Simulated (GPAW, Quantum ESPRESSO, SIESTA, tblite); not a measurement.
# C(100)/TiO2(101) interface (120 atoms), the built cell with every atom moved at random

The starting structure: Diamond-structure C(100), 3 repeat layers, 12 surface cells, strained +1.49 and +0.04 %; anatase TiO2(101), 2 layers, 2 cells, +0.00 and +0.00 %; outer planes 1.29 Å apart, 12 Å of vacuum above; not relaxed, displaced by a Gaussian of 0.02 Å. Then every atom was moved at random, 0.05 Å r.m.s. a Cartesian component.

Calculated values (Quantum ESPRESSO 7.5, Kohn-Sham DFT, PBE, SSSP efficiency 1.3.0 pseudopotentials, plane waves; sssp-1.3.0-efficiency; 60/480 Ry; levels smeared at 580 K; Γ point) for the built cell with every atom moved at random.

Cell vectors (Å):

```
10.239 0.000 0.000
0.000 7.570 0.000
0.000 0.000 23.581
```

Positions in Å, forces in eV/Å:

```tsv
atom	x	y	z	fx	fy	fz
C1	7.570	5.119	5.982	5.344	-0.411	0.998
C2	6.362	2.463	6.892	1.139	0.755	-2.253
C3	6.342	3.756	7.702	1.678	-0.540	1.898
C4	7.680	3.738	8.637	-1.321	2.752	-1.184
C5	7.604	2.612	9.540	3.723	-3.121	1.554
C6	6.441	5.064	10.374	-1.122	-0.321	-3.247
C7	7.763	2.525	6.140	-3.537	-0.668	-0.438
C8	6.374	7.492	6.832	0.666	1.517	0.241
C9	6.395	1.218	7.771	1.810	0.193	-0.838
C10	7.762	1.227	8.635	-4.116	1.601	2.300
C11	7.686	0.069	9.587	-0.490	-2.920	3.037
C12	6.451	2.597	10.391	-3.065	1.137	-0.736
C13	7.756	7.565	6.025	-2.474	-0.120	1.466
C14	6.515	4.979	6.853	-6.237	1.323	-0.308
C15	6.312	6.314	7.793	1.910	-1.399	-1.172
C16	7.558	6.305	8.665	2.862	0.605	0.372
C17	7.686	5.030	9.478	-0.979	0.094	2.724
C18	6.408	7.538	10.469	-1.176	-0.852	-3.230
C19	5.185	5.026	6.002	-1.618	0.251	1.161
C20	3.887	2.464	6.898	-1.384	1.900	-2.336
C21	3.862	3.805	7.714	-2.065	-0.712	1.419
C22	5.026	3.844	8.619	3.836	-2.550	-0.973
C23	5.152	2.528	9.529	-0.324	1.084	1.865
C24	3.933	5.019	10.349	-2.280	1.935	-0.950
C25	5.078	2.496	6.024	1.871	-0.713	1.033
C26	3.778	0.043	6.809	2.087	-0.453	0.899
C27	3.933	1.240	7.760	-2.978	0.526	0.052
C28	5.137	1.220	8.613	0.380	0.786	1.238
C29	5.216	7.561	9.415	-0.199	-2.331	5.701
C30	3.820	2.434	10.378	-1.497	-1.459	0.120
C31	5.119	0.030	6.117	-0.884	0.462	-1.698
C32	3.789	5.073	6.905	0.661	0.540	-3.601
C33	3.830	6.438	7.738	-2.297	-4.844	0.562
C34	5.012	6.233	8.623	2.453	4.206	-1.025
C35	5.126	5.046	9.470	0.288	-0.713	2.915
C36	3.855	7.561	10.545	-3.780	1.901	-2.617
C37	2.478	5.104	6.133	1.690	0.412	-0.073
C38	1.326	2.651	6.956	-1.893	-4.687	-4.211
C39	1.208	3.832	7.788	2.422	0.242	0.653
C40	2.622	3.789	8.631	-2.457	-0.523	1.098
C41	2.564	2.428	9.548	-0.296	3.113	1.282
C42	1.158	4.983	10.420	6.303	-0.579	1.308
C43	2.566	2.432	6.048	-0.377	0.114	2.082
C44	1.236	7.551	6.952	0.195	0.440	-2.983
C45	1.280	1.248	7.739	-0.218	1.564	1.348
C46	2.595	1.232	8.640	-0.898	2.503	-1.590
C47	2.448	0.137	9.497	2.587	-5.818	4.100
C48	1.252	2.599	10.513	0.478	-1.073	-4.506
C49	2.479	0.039	6.135	0.197	0.280	-0.721
C50	1.230	5.081	6.905	-0.139	-0.285	-1.750
C51	1.284	6.301	7.835	-2.689	0.383	-1.717
C52	2.497	6.256	8.608	2.186	2.884	2.907
C53	2.578	5.041	9.552	0.072	-0.747	1.778
C54	1.327	0.105	10.461	-2.854	0.908	-3.664
C55	10.200	5.102	6.017	-0.304	-0.017	2.052
C56	8.950	2.564	6.939	1.398	-2.267	-1.314
C57	8.942	3.788	7.760	-0.150	0.181	1.516
C58	10.201	3.816	8.643	0.265	-1.667	0.646
C59	0.028	2.470	9.496	-0.018	1.460	3.306
C60	8.913	5.047	10.457	-2.709	-0.627	-2.040
C61	10.175	2.574	6.076	2.102	0.058	1.093
C62	8.927	0.016	6.927	1.205	-1.712	-1.992
C63	8.980	1.229	7.874	0.439	0.815	-3.015
C64	10.237	1.207	8.681	0.977	2.725	-1.232
C65	10.196	0.076	9.543	1.625	-3.974	4.554
C66	9.013	2.614	10.358	-3.476	1.964	-1.047
C67	10.194	7.529	6.011	0.318	-0.360	2.613
C68	8.934	4.988	6.916	-0.502	2.277	-3.937
C69	8.922	6.221	7.790	-0.273	2.024	-0.320
C70	10.205	6.261	8.619	-0.050	1.770	2.826
C71	0.110	5.024	9.576	-5.737	0.386	-0.854
C72	8.911	7.453	10.621	-0.120	0.042	-4.810
Ti73	5.047	7.106	12.387	3.427	0.029	-0.097
Ti74	10.191	5.191	12.477	1.340	0.894	-0.105
Ti75	7.325	5.196	13.282	-0.259	0.456	1.245
Ti76	2.169	7.010	13.320	0.439	1.761	1.900
O77	6.914	7.004	13.151	0.210	1.225	0.322
O78	1.854	5.246	13.174	-0.706	-1.713	-0.181
O79	9.194	5.280	14.008	-0.132	-0.161	0.242
O80	4.091	7.035	14.087	-0.149	0.314	-1.042
O81	0.431	7.133	12.553	-1.124	-1.474	0.648
O82	5.455	5.236	12.673	-0.694	-0.832	-0.247
O83	8.369	5.160	11.732	2.809	-0.899	-1.662
O84	3.244	7.129	11.742	1.549	0.733	-2.091
Ti85	3.743	7.142	15.877	-3.047	-0.465	1.966
Ti86	8.788	5.256	16.000	-1.012	-2.344	0.855
Ti87	5.895	5.220	16.724	4.110	-0.035	-0.691
Ti88	0.804	7.045	16.890	5.082	0.491	-1.581
O89	5.662	7.125	16.769	-1.217	-0.780	0.420
O90	0.539	5.229	16.594	-0.521	-0.549	1.355
O91	7.781	5.213	17.517	-2.062	-0.158	0.171
O92	2.689	7.066	17.603	-2.837	0.198	-1.393
O93	9.112	7.026	16.051	1.768	2.241	0.752
O94	3.961	5.242	16.102	2.432	-0.816	0.844
O95	7.020	5.241	15.248	-2.148	-0.292	-0.431
O96	1.828	7.111	15.197	-0.474	0.218	0.877
Ti97	5.009	3.313	12.462	3.151	0.290	1.711
Ti98	10.222	1.417	12.352	1.230	-0.513	0.339
Ti99	7.254	1.469	13.390	0.188	-0.250	-0.816
Ti100	2.078	3.296	13.251	0.854	-0.944	2.349
O101	6.952	3.338	13.154	-0.152	0.004	0.166
O102	1.764	1.402	13.119	0.500	0.819	0.462
O103	9.086	1.402	14.020	1.345	-0.198	-0.436
O104	4.147	3.366	14.075	-0.661	-0.297	-0.355
O105	0.311	3.304	12.528	-0.552	1.114	1.773
O106	5.513	1.441	12.595	-1.645	-0.446	0.539
O107	8.373	1.462	11.736	2.641	0.008	-4.111
O108	3.335	3.339	11.703	0.744	-1.640	-3.315
Ti109	3.751	3.320	16.070	-3.335	-0.022	-1.103
Ti110	8.815	1.357	15.927	-1.409	1.497	1.122
Ti111	5.895	1.388	16.932	4.992	0.207	-1.350
Ti112	0.810	3.296	16.969	2.407	-0.113	-3.560
O113	5.530	3.237	16.730	0.221	1.343	1.101
O114	0.395	1.452	16.652	0.541	-0.627	1.341
O115	7.787	1.433	17.608	-2.356	-0.172	-1.675
O116	2.636	3.327	17.566	-1.515	-0.163	-0.023
O117	9.198	3.330	16.020	1.110	-0.261	0.846
O118	4.055	1.371	16.104	1.183	0.939	0.644
O119	6.995	1.459	15.130	-2.004	-0.287	3.439
O120	1.881	3.268	15.187	-0.444	0.022	0.500
```

The main run has no spin polarisation, so any moments at edges, vacancies or dangling bonds can't form in it. Only the Γ point is sampled, in a cell whose shortest periodic width is 8 Å, which is coarse for a cell with partly filled levels.

The r.m.s. force component is 1.92 eV/Å; the longest force, 7.57 eV/Å, acts on C47.

[Logs are printed without paths, hosts, clocks, repeated set-up lines and the standing remarks that a program may print on its own settings, such as how far it seeks lower states.]

[Hosts, paths, dates, database ids (printed as entryN), source tags and the programs' standing remarks are cut or masked in the printed files.]
